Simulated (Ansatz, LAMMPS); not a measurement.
# Convergence of a linear-scaling basis for Ni34Al66 (at. %) with crystalline order left by the classical run (62 atoms)

Wanted: errors and times of a linear-scaling basis for Ni34Al66 (at. %) with crystalline order left by the classical run (62 atoms). A setting counts as converged where the r.m.s. difference of forces stays under 1 % of the r.m.s. force.

Method: Kohn-Sham DFT, PBE, PAW (set soft_2), plane waves, in Ansatz 0.2.0.

## (1) The structure

The cell holds 62 atoms: 21 Ni and 41 Al. Cell: a = 9.624 Å, b = 9.624 Å, c = 9.624 Å, α = 90.0°, β = 90.0°, γ = 90.0°. 62 atoms (21 Ni, 41 Al) placed at random at 3.77 g/cm³, melted at 2400 K for 10 ps at fixed volume with the EAM Ni-Al-H potential (Angelo, Moody and Baskes, Modell. Simul. Mater. Sci. Eng. 3, 289 (1995)). Quenched from 2400 K to 300 K at 5 K/ps and zero pressure, held 5 ps.

What the set-up can't give: The quench rate of 5 K/ps is orders of magnitude faster than experiment, which tends to freeze in extra defects. The starting topology of bonds comes from the classical model, and needn't be the one that DFT or experiment would give.

## (2) Making the structure

A classical potential makes the cell, at a small fraction of what the same run would cost in DFT.

This step: classical MD, EAM Ni-Al-H potential (Angelo, Moody and Baskes, Modell. Simul. Mater. Sci. Eng. 3, 289 (1995)) (LAMMPS 22 Jul 2025 - Update 4).

The input, in.lmp:

```
# melt-quench of Ni21Al41
units metal
atom_style atomic
boundary p p p
region box block 0 10.1022 0 10.1022 0 10.1022
create_box 2 box
mass 1 58.6934   # Ni
mass 2 26.9815   # Al
create_atoms 1 random 21 825176 NULL overlap 1.84 maxtry 2000
create_atoms 2 random 41 825183 NULL overlap 1.84 maxtry 2000
pair_style eam/alloy
pair_coeff * * NiAlH_jea.eam.alloy Ni Al
neigh_modify delay 0 every 1 check yes
thermo_style custom step time temp pe press density
thermo_modify norm yes
timestep 0.002
thermo 100
min_style cg
minimize 1e-4 1e-4 200 2000
reset_timestep 0
velocity all create 2400 825177 mom yes dist gaussian
fix lim all nve/limit 0.05
fix lan all langevin 2400 2400 0.2 825178 zero yes
thermo 500
run 1000 post no
unfix lim
unfix lan
thermo 833
fix md all nvt temp 2400 2400 0.2
run 5000 post no
unfix md
thermo 21000
fix md all npt temp 2400 300 0.2 iso 0 0 2
run 210000 post no
unfix md
thermo 1250
fix md all npt temp 300 300 0.2 iso 0 0 2
run 2500 post no
unfix md
write_dump all custom glass.dump id type xs ys zs modify sort id
```

Started as:

```console
lmp -in in.lmp -log none -nocite
```

Standard output:

```text
LAMMPS (22 Jul 2025 - Update 4)
Created orthogonal box = (0 0 0) to (10.1022 10.1022 10.1022)
Created 21 atoms
Created 41 atoms
   Step          Time           Temp          PotEng         Press         Density
         0   0              0             -2.4651859      294810.14      3.7675873
        64   0.128          0             -3.8751713     -72010.244      3.7675873
Loop time of 0.00864402 s on 1 MPI rank(s) for 64 steps with 62 atoms
Minimization stats:
  Stopping criterion = energy tolerance
  Energy initial, next-to-last, final =
     -2.46518587864707  -3.87485127540386  -3.87517131280375
  Force two-norm initial, final = 53.20606 0.40542469
  Iterations, force evaluations = 64 93
   Step          Time           Temp          PotEng         Press         Density
         0   0              2400          -3.8751713     -52404.789      3.7675873
       500   1              2255.3909     -3.6442077      22.837107      3.7675873
      1000   2              2021.7957     -3.6190501     -2067.2139      3.7675873
Loop time of 0.0764488 s on 1 MPI rank(s) for 1000 steps with 62 atoms
   Step          Time           Temp          PotEng         Press         Density
      1000   2              2021.7957     -3.6190501     -2067.2139      3.7675873
      1666   3.332          1810.7942     -3.6025403     -4278.9958      3.7675873
      2499   4.998          1931.8574     -3.5672157      7647.4351      3.7675873
      3332   6.664          2776.5743     -3.6703032      3382.2002      3.7675873
      4165   8.33           3192.8968     -3.6200234      17329.371      3.7675873
      4998   9.996          2395.3615     -3.5974864      17340.05       3.7675873
      5831   11.662         2375.4436     -3.5618756      15975.121      3.7675873
[... 1 line left out ...]
Loop time of 0.378672 s on 1 MPI rank(s) for 5000 steps with 62 atoms
   Step          Time           Temp          PotEng         Press         Density
[... 12 lines left out ...]
Loop time of 17.086 s on 1 MPI rank(s) for 210000 steps with 62 atoms
   Step          Time           Temp          PotEng         Press         Density
    216000   432            313.78666     -3.9628845      4413.2191      4.4572917
    216250   432.5          276.383       -3.9724491     -5018.0725      4.4338885
    217500   435            303.77371     -3.9720526      5580.4863      4.448662
    218500   437            322.13093     -3.9613296     -2498.7165      4.3575853
Loop time of 0.192151 s on 1 MPI rank(s) for 2500 steps with 62 atoms
```

Wall time 18 s (1 thread of Arm Neoverse V1, shared host); peak memory 0.071 GiB.

## (3) Plane-wave single point

This run is the reference for what follows, at a cutoff of 420 eV.

The input, input.yaml:

```yaml
crystal:
  lattice:
    - [9.62399, 0.0, 0.0]
    - [0.0, 9.62399, 0.0]
    - [0.0, 0.0, 9.62399]
  atoms:
    - { symbol: Ni, position: [0.46564, 0.27496, 0.48729], spin: 0.6 }
    - { symbol: Ni, position: [0.31533, 0.07737, 0.16826], spin: 0.6 }
    - { symbol: Ni, position: [0.8782, 0.9919, 0.79913], spin: 0.6 }
    - { symbol: Ni, position: [0.59545, 0.13553, 0.2819], spin: 0.6 }
    - { symbol: Ni, position: [0.42186, 0.71562, 0.78754], spin: 0.6 }
    - { symbol: Ni, position: [0.74993, 0.01424, 0.04032], spin: 0.6 }
    - { symbol: Ni, position: [0.24198, 0.26956, 0.34377], spin: 0.6 }
    - { symbol: Ni, position: [0.54352, 0.8897, 0.90985], spin: 0.6 }
    - { symbol: Ni, position: [0.09764, 0.32024, 0.79895], spin: 0.6 }
    - { symbol: Ni, position: [0.91421, 0.18488, 0.93512], spin: 0.6 }
    - { symbol: Ni, position: [0.12056, 0.02314, 0.329], spin: 0.6 }
    - { symbol: Ni, position: [0.77634, 0.79713, 0.16112], spin: 0.6 }
    - { symbol: Ni, position: [0.13436, 0.62929, 0.37601], spin: 0.6 }
    - { symbol: Ni, position: [0.64781, 0.61049, 0.52167], spin: 0.6 }
    - { symbol: Ni, position: [0.98396, 0.82367, 0.32033], spin: 0.6 }
    - { symbol: Ni, position: [0.84104, 0.62148, 0.33616], spin: 0.6 }
    - { symbol: Ni, position: [0.03106, 0.41566, 0.01177], spin: 0.6 }
    - { symbol: Ni, position: [0.19228, 0.85562, 0.5063], spin: 0.6 }
    - { symbol: Ni, position: [0.19771, 0.11029, 0.58968], spin: 0.6 }
    - { symbol: Ni, position: [0.65781, 0.32668, 0.65224], spin: 0.6 }
    - { symbol: Ni, position: [0.80519, 0.3837, 0.85956], spin: 0.6 }
    - { symbol: Al, position: [0.58613, 0.6369, 0.27623] }
    - { symbol: Al, position: [0.44912, 0.78442, 0.50529] }
    - { symbol: Al, position: [0.90302, 0.22464, 0.68126] }
    - { symbol: Al, position: [0.0705, 0.19438, 0.13922] }
    - { symbol: Al, position: [0.76415, 0.27555, 0.13828] }
    - { symbol: Al, position: [0.27079, 0.82045, 0.25809] }
    - { symbol: Al, position: [0.95913, 0.98033, 0.55672] }
    - { symbol: Al, position: [0.65918, 0.58766, 0.76742] }
    - { symbol: Al, position: [0.96915, 0.55983, 0.81143] }
    - { symbol: Al, position: [0.15695, 0.08357, 0.83616] }
    - { symbol: Al, position: [0.86108, 0.45244, 0.56743] }
    - { symbol: Al, position: [0.79174, 0.53314, 0.06932] }
    - { symbol: Al, position: [0.25121, 0.55297, 0.88505] }
    - { symbol: Al, position: [0.37437, 0.95507, 0.70513] }
    - { symbol: Al, position: [0.37103, 0.52577, 0.41084] }
    - { symbol: Al, position: [0.68665, 0.13625, 0.82622] }
    - { symbol: Al, position: [0.27502, 0.544, 0.15782] }
    - { symbol: Al, position: [0.95571, 0.70131, 0.53967] }
    - { symbol: Al, position: [0.44655, 0.47731, 0.66676] }
    - { symbol: Al, position: [0.08408, 0.82363, 0.79499] }
    - { symbol: Al, position: [0.99941, 0.43149, 0.26406] }
    - { symbol: Al, position: [0.22879, 0.63183, 0.62655] }
    - { symbol: Al, position: [0.26665, 0.28685, 0.99445] }
    - { symbol: Al, position: [0.68713, 0.39194, 0.38125] }
    - { symbol: Al, position: [0.00088, 0.22693, 0.4369] }
    - { symbol: Al, position: [0.5322, 0.90149, 0.17604] }
    - { symbol: Al, position: [0.37946, 0.03883, 0.41473] }
    - { symbol: Al, position: [0.83698, 0.04852, 0.27675] }
    - { symbol: Al, position: [0.52964, 0.66436, 0.01435] }
    - { symbol: Al, position: [0.01199, 0.93448, 0.05748] }
    - { symbol: Al, position: [0.78798, 0.78392, 0.9177] }
    - { symbol: Al, position: [0.65559, 0.82931, 0.67663] }
    - { symbol: Al, position: [0.2951, 0.88658, 0.99582] }
    - { symbol: Al, position: [0.38985, 0.21749, 0.73108] }
    - { symbol: Al, position: [0.54914, 0.36077, 0.92068] }
    - { symbol: Al, position: [0.71945, 0.83296, 0.41184] }
    - { symbol: Al, position: [0.20795, 0.36658, 0.57479] }
    - { symbol: Al, position: [0.44004, 0.33082, 0.21478] }
    - { symbol: Al, position: [0.64173, 0.09348, 0.53104] }
    - { symbol: Al, position: [0.51432, 0.13039, 0.02423] }
    - { symbol: Al, position: [0.01964, 0.66474, 0.12155] }
magnetization:
  spin_polarized: true
kpoints:
  mp_grid: { grid: [2, 2, 2] }
hamiltonian:
  xc: pbe
scf:
  occupations: { method: methfessel_paxton, width: 0.15 }
  lower_state_search: "off"
output:
  forces: true
  stress: true
  populations: true
  dos:
    method: { smearing: { sigma: 0.08 } }
    de: 0.1
    projected: { site_lists: { Al: [Al], Ni: [Ni] } }
  eigenvalues: true
  write_density: true
  write_potential: true
  volumetric_format: npy
```

Started as:

```console
ansatz run input.yaml --threads 4 --pin off --max-ram 8192MiB --backend cpu --events-out ev --progress --plain --runs-dir out
```

Standard output:

```text
Engine: ansatz 0.2.0, aarch64-unknown-linux-gnu
Pseudopotentials: kind: paw
Pseudopotential: Ni, paw, valence charge 18, recommended cutoff 420 eV (normal), Ni.paw.azcp
Pseudopotential: Al, paw, valence charge 3, recommended cutoff 420 eV (normal), Al.paw.azcp
Functional definition: PBE
  parameter kappa = 0.804
  parameter beta = 0.066725
  exchange = pbe_x(kappa = kappa, mu = beta*pi^2/3)
  correlation = pbe_c(beta = beta)
Crystal: 62 atoms, lattice volume = 891.385 Å³
Basis set: ecut = 420 eV, 17365 PW (Γ), exchange–correlation on 144×144×144 points (8 copies of the dense FFT grid, shifted against one another)
Bands: 319, of which v1, the nominal top of the filled ones, is band 251 counted from 1 (250 counted from 0)
Symmetry: 1 space group operations
Space group: P1 (ITA 1), of the structure as read, at distance tolerance 9.6e-5 Å
Magnetic group: BNS 1.1 (UNI 1), of the structure as read, at distance tolerance 9.6e-5 Å
k-points: 8
Non-local potential: Ni, projectors of the file, l = 0: 3, l = 1: 2, l = 2: 3, l = 3: 1
Non-local potential: Al, projectors of the file, l = 0: 2, l = 1: 2, l = 2: 1
PAW form: soft (Blöchl's): semilocal exchange-correlation on the pseudo side does not see the compensation charge
PAW one-centre angular grid: Ni, 590 points (default); XC on 64 Gauss nodes
PAW one-centre angular grid: Al, 110 points (default); XC on 64 Gauss nodes
Initial density: superposition of atomic densities (chi_scale 0.1, normalization cell)
Starting moments: Σ|m| = 12.6 μB on 21 of 62 sites
Initial wavefunctions: pseudopotential atomic-orbital guess
Functional: x = pbe(κ = 0.804, μ = 0.219515), c = pbe(β = 0.066725)
SCF iter   1: F=—  HF=-144712.895242 eV  |F-HF|=—  |Δ(HF+E_count)|=         —  Δρ=1.01e-1 (↑3.52e-2 ↓1.01e-1)  dr2=2.21e2  dr2_m=9.80e0  M=1.464 μB ∫|m|=2.387 μB  β_m=0.30  ethr=3.10e-3  ⟨swp⟩=6.9  Hψ=21557  notcnv=0  defer=58
preconditioner: auto → Kerker (q_TF=auto, 2.478 Å⁻¹)  [metal: Δε(μ)=0.013 eV  Ē_g=6.965 eV  σ=0.150 eV  W_gap=0.07  n_scr=250 (ndim 8)  ℏωp=22.7 eV  f_vac=0.000  D(μ)=22.74/eV (n_scr^D=146)]
spin=Collinear: Kerker preconditioning applied to the charge; magnetization (m = ρ↑ − ρ↓) channel mixes plain (no charge-response kernel on spin).
SCF iter   2: F=—  HF=-144697.332565 eV  |F-HF|=—  |Δ(HF+E_count)|=    1.56e1  S|Δr|=    0.00e0  Δρ=4.98e-2 (↑4.98e-2 ↓2.06e-2)  dr2=3.09e1  dr2_m=3.43e0  M=2.343 μB ∫|m|=3.571 μB  β_m=0.30  ethr=3.10e-3  ⟨swp⟩=3.0  Hψ=10002  notcnv=0  defer=819
SCF iter   3: F=—  HF=-144692.700898 eV  |F-HF|=—  |Δ(HF+E_count)|=    4.63e0  S|Δr|=    0.00e0  Δρ=3.58e-2 (↑1.27e-2 ↓3.58e-2)  dr2=4.03e1  dr2_m=2.81e0  M=1.328 μB ∫|m|=2.392 μB  β_m=0.30  ethr=3.10e-3  ⟨swp⟩=2.4  Hψ=8228  notcnv=0  defer=813
SCF iter   4: F=—  HF=-144687.781181 eV  |F-HF|=—  |Δ(HF+E_count)|=    4.92e0  S|Δr|=    0.00e0  Δρ=4.42e-2 (↑4.42e-2 ↓3.26e-2)  dr2=4.99e1  dr2_m=9.19e-1  M=2.139 μB ∫|m|=3.243 μB  β_m=0.30  ethr=3.10e-3  ⟨swp⟩=4.6  Hψ=8249  notcnv=0  defer=815
SCF iter   5: F=—  HF=-144686.438221 eV  |F-HF|=—  |Δ(HF+E_count)|=    1.34e0  S|Δr|=    0.00e0  Δρ=2.83e-2 (↑2.83e-2 ↓1.07e-2)  dr2=1.18e1  dr2_m=7.57e-1  M=1.503 μB ∫|m|=2.518 μB  β_m=0.30  ethr=3.10e-3  ⟨swp⟩=2.3  Hψ=6052  notcnv=0  defer=806
SCF iter   6: F=—  HF=-144686.000989 eV  |F-HF|=—  |Δ(HF+E_count)|=   4.37e-1  S|Δr|=    0.00e0  Δρ=1.61e-2 (↑1.61e-2 ↓3.57e-3)  dr2=2.08e0  dr2_m=5.92e-1  M=1.121 μB ∫|m|=2.010 μB  β_m=0.30  ethr=2.36e-3  ⟨swp⟩=2.0  Hψ=4476  notcnv=0  defer=806
SCF iter   7: F=—  HF=-144685.964740 eV  |F-HF|=—  |Δ(HF+E_count)|=   3.62e-2  S|Δr|=    0.00e0  Δρ=1.02e-2 (↑1.02e-2 ↓4.96e-3)  dr2=4.53e-1  dr2_m=4.10e-1  M=0.885 μB ∫|m|=1.689 μB  β_m=0.30  ethr=4.15e-4  ⟨swp⟩=1.2  Hψ=5003  notcnv=0  defer=806
SCF iter   8: F=—  HF=-144685.955139 eV  |F-HF|=—  |Δ(HF+E_count)|=   9.60e-3  S|Δr|=    0.00e0  Δρ=8.67e-3 (↑8.67e-3 ↓3.48e-3)  dr2=4.07e-1  dr2_m=2.74e-1  M=0.744 μB ∫|m|=1.435 μB  β_m=0.30  ethr=9.05e-5  ⟨swp⟩=1.4  Hψ=5350  notcnv=0  defer=806
SCF iter   9: F=—  HF=-144685.925111 eV  |F-HF|=—  |Δ(HF+E_count)|=   3.00e-2  S|Δr|=    0.00e0  Δρ=5.05e-3 (↑4.76e-3 ↓5.05e-3)  dr2=2.84e-2  dr2_m=1.88e-1  M=0.598 μB ∫|m|=1.213 μB  β_m=0.30  ethr=8.12e-5  ⟨swp⟩=1.7  Hψ=5135  notcnv=0  defer=806
SCF iter  10: F=—  HF=-144685.939413 eV  |F-HF|=—  |Δ(HF+E_count)|=   1.43e-2  S|Δr|=    0.00e0  Δρ=6.25e-3 (↑1.94e-3 ↓6.25e-3)  dr2=1.37e-1  dr2_m=1.34e-1  M=0.484 μB ∫|m|=1.001 μB  β_m=0.30  ethr=5.67e-6  ⟨swp⟩=2.0  Hψ=6616  notcnv=0  defer=806
[...]
spin-set hold released at iteration 10 (site moments contracting): the magnetisation degrees of freedom join the quasi-Newton model from the next iteration; the mixer history was flushed
[...]
SCF iter  28: F=—  HF=-144685.980191 eV  |F-HF|=—  |Δ(HF+E_count)|=   7.42e-9  S|Δr|=    0.00e0  Δρ=5.01e-6 (↑5.01e-6 ↓4.54e-6)  dr2=6.32e-7  dr2_m=2.10e-8  M=-0.000 μB ∫|m|=0.001 μB  β_m=0.33  ethr=1.82e-10  ⟨swp⟩=2.0  Hψ=5907  notcnv=0  defer=806
SCF iter  29: F=—  HF=-144685.980191 eV  |F-HF|=—  |Δ(HF+E_count)|=   1.58e-8  S|Δr|=    0.00e0  Δρ=4.00e-6 (↑4.00e-6 ↓2.35e-6)  dr2=2.50e-7  dr2_m=1.38e-8  M=-0.000 μB ∫|m|=0.001 μB  β_m=0.29  ethr=1.26e-10  ⟨swp⟩=2.0  Hψ=5812  notcnv=0  defer=806
SCF iter  30: F=—  HF=-144685.980191 eV  |F-HF|=—  |Δ(HF+E_count)|=   9.40e-9  S|Δr|=    0.00e0  Δρ=2.20e-6 (↑2.20e-6 ↓2.15e-6)  dr2=1.20e-7  dr2_m=5.71e-9  M=-0.000 μB ∫|m|=0.000 μB  β_m=0.23  ethr=4.98e-11  ⟨swp⟩=2.0  Hψ=6394  notcnv=0  defer=806
iter 31 did not close the SCF: its close was put off for a magnetic moment that had not settled (scf_convergence_deferred on its scf_iter line)
SCF iter  31: F=-144685.980191 eV  HF=-144685.980191 eV  |F-HF|=3.33e-8  |Δ(HF+E_count)|=   1.23e-8  S|Δr|=    0.00e0  Δρ=1.34e-6 (↑1.26e-6 ↓1.34e-6)  dr2=4.18e-8  dr2_m=1.74e-9  M=-0.000 μB ∫|m|=0.000 μB  β_m=0.20  ethr=2.00e-11  ⟨swp⟩=14.4  Hψ=37411  notcnv=0
iter 32 did not close the SCF: its close was put off for a magnetic moment that had not settled (scf_convergence_deferred on its scf_iter line)
SCF iter  32: F=-144685.980191 eV  HF=-144685.980191 eV  |F-HF|=2.12e-9  |Δ(HF+E_count)|=   2.76e-9  S|Δr|=    0.00e0  Δρ=6.61e-7 (↑5.05e-7 ↓6.61e-7)  dr2=4.01e-9  dr2_m=1.45e-9  M=-0.000 μB ∫|m|=0.000 μB  β_m=0.22  ethr=8.34e-12  ⟨swp⟩=5.0  Hψ=25127  notcnv=0
iter 33 did not close the SCF: its close was put off for a magnetic moment that had not settled (scf_convergence_deferred on its scf_iter line)
SCF iter  33: F=-144685.980191 eV  HF=-144685.980191 eV  |F-HF|=1.75e-10  |Δ(HF+E_count)|=  6.69e-10  S|Δr|=    0.00e0  Δρ=4.39e-7 (↑3.58e-7 ↓4.39e-7)  dr2=1.17e-9  dr2_m=7.52e-10  M=-0.000 μB ∫|m|=0.000 μB  β_m=0.40  ethr=1.00e-12  ⟨swp⟩=4.1  Hψ=22440  notcnv=0
SCF iter  34: F=-144685.980191 eV  HF=-144685.980191 eV  |F-HF|=1.34e-8  |Δ(HF+E_count)|=   2.50e-9  S|Δr|=    0.00e0  Δρ=7.16e-7 (↑7.15e-7 ↓7.16e-7)  dr2=1.41e-8  dr2_m=2.01e-10  M=-0.000 μB ∫|m|=0.000 μB  ethr=1.00e-12  ⟨swp⟩=5.0  Hψ=24545  notcnv=0
WARN: the starting moments were not kept: the SCF closed with an absolute magnetisation of 4.5e-5 μB, where they sum to 12.6 μB in size (21 sites). That is at most 0.1 of that sum. Measured as dr2_m measures the in/out step, that magnetisation stands 1.6e-10 eV from none, [...]
SCF 1 converged in 34 iterations: F = -144685.980191 eV  dr2 = 1.41e-8
  greatest PAW one-centre occupation: 1.001 electrons in one spin orbital (limit 2), on the Ni atom at site 6 (counted from 0), in its partial waves of l = 1
this state was not tested for a lower state beside it, because cold or Methfessel-Paxton smearing, or corrected tetrahedra, fill the levels in a way that the test cannot read (fill_not_monotonic; see scf.lower_state_search)
SCF converged after 34 iterations
Magnetization: -0.0000 μB (250.5000 up, 250.5000 down)
Absolute magnetization: 0.0000 μB (∫|ρ↑−ρ↓|, with the PAW one-centre terms)
Spin contamination: 0.0000 ħ² per cell (⟨S²⟩ above its minimum at these occupations)
Per-site moments (μB) at R_I (Å): [(-1.787313e-7, 1.018777), (-9.139593e-7, 0.997643), (-1.018284e-6, 0.948060), (3.244746e-7, 1.019375), (-1.914869e-7, 0.972946), [...]
Free energy (F): -144685.980191 eV
Harris-Foulkes:  -144685.980191 eV  (|F-HF|=1.34e-8)
Internal energy: -144685.993564 eV  (E = F + TS)
E sigma→0 (E₀):  -144685.983534 eV
Entropy (-TS):   0.013373 eV (0.216 meV/atom)
Fermi energy:    10.720610 eV
Step filling:    the computed levels leave a gap of 0.0054 eV = 0.0 smearing widths at the electron count; against every level under it full and every level over it empty, smearing changes F+E_penalty+E_count by +1.354 meV and its σ→0 estimate by -1.989 meV
--- Per-component energies (eV) ---
  E_band       = -8096.065717
  E_kinetic    = 6936.211036
  E_local      = -125067.518112  (includes V_loc(G=0)·N_el)
  E_nonlocal   = 13807.138844
  E_hartree    = 55509.536072
  E_xc         = -3423.624983
  E_vxc        = -3501.684538  (∫ρ·V_xc dr)
  E_paw        = -53443.881623  (= ΣΔE_a)
  E_vpaw       = -11289.312173  (= ΣTr[D̂ρ^β])
  E_aug_tail   = 0.010519  (compensation charges beyond the density's cutoff)
  E_ewald      = -39003.865318
  E_smearing   = 0.013373  (= −TS)
  E_closure    = 0.000000  (closes the sum)
  Σ components = -144685.980191   (vs F -144685.980191, Δ=0.00e0)
--- Forces (eV/Å), atoms counted from 1 ---
  atom   1  Ni    -0.45462979     0.43300299    -0.26312565
  atom   2  Ni     0.24908191     0.17562325    -0.47728154
  atom   3  Ni     0.50999520    -1.65957706    -0.53790365
  atom   4  Ni     0.01907518     0.28433457    -0.14520969
  atom   5  Ni    -0.39107359    -0.65957580    -0.54858443
  atom   6  Ni    -0.58240049     0.40989310    -0.00676403
  atom   7  Ni    -0.84031313     0.05681381     0.24999114
  atom   8  Ni     0.42321013     1.05722621     0.07400500
  atom   9  Ni     1.03676269     0.29036511    -0.61670358
  atom  10  Ni     1.51443688    -0.26516866     1.32311821
  atom  11  Ni    -0.44811212     1.24302919    -0.15822331
  atom  12  Ni    -0.16180225    -0.80564838     0.18326948
  atom  13  Ni     0.72319415    -0.75110120    -0.56500763
  atom  14  Ni    -0.53316005     0.00793517     0.07267164
[...]
atom  61  Al    -0.63707616    -1.08123504     0.55236611
  atom  62  Al     0.33916705     0.39375921     0.19255417
  max |Σ_I F_I| component: 9.04e-6 eV/Å
--- Stress (GPa, compression-positive) ---
       -3.025959       0.999990       0.616444
        0.999990       2.508579      -0.837540
        0.616444      -0.837540      -0.098487
  P = ⅓ Tr σ = -0.2053 GPa (-2.053 kbar)
--- Band table (eV; the first three rows and the last of 16) ---
  k-point 0 ↑: bands = ["-92.8714", "-92.7656", "-92.7317", "-92.7078", [... 303 levels ...], "15.2838", "15.3397", "15.3593", "15.4286", "15.5486", "15.5932", "15.6906", "15.7484", "15.8165", "15.8354", "15.8768", "15.9285"]
[...]
--- Löwdin populations: 62 sites ---
  site symbol       q [e]    m [muB]
     0     Ni     17.5238    -0.0000
     1     Ni     17.5194    -0.0000
     2     Ni     17.5644    -0.0000
[...]
61     Al      3.1457     0.0000
  spilling = 0.008926 (of n_electrons = 501.000000)
```

Wall time 7.1 min (4 threads of Arm Neoverse V1, shared host); peak memory 6.4 GiB; 28 min of CPU time.

The column dr2 measures how far the density is from self-consistency, as an energy; F and HF (Harris–Foulkes) agree once it is small.

The program notes that starting moments were not kept and the stability of the SCF solution was not settled.

Read from the output:

* free energy: -144685.9802 eV
* free energy per atom: -2333.6448 eV/atom
* SCF cycles: 34
* pressure: -0.2053 GPa
* r.m.s. force component: 0.5836 eV/Å
* longest force: 2.028 eV/Å
* Fermi energy: 10.72 eV
* levels partly filled by over 2 per cent: 44
* spilling of the projection: 0.008926

The r.m.s. force component of 0.58 eV/Å sets the scale for the differences below.

(Continued in part 2 of 4.)

[Long decimals in the printed logs are rounded to 6 places.]

[Logs are printed without paths, hosts, clocks, repeated set-up lines and the standing remarks that a program may print on its own settings, such as how far it seeks lower states.]

[Hosts, paths, dates, database ids (printed as entryN), source tags and the programs' standing remarks are cut or masked in the printed files.]
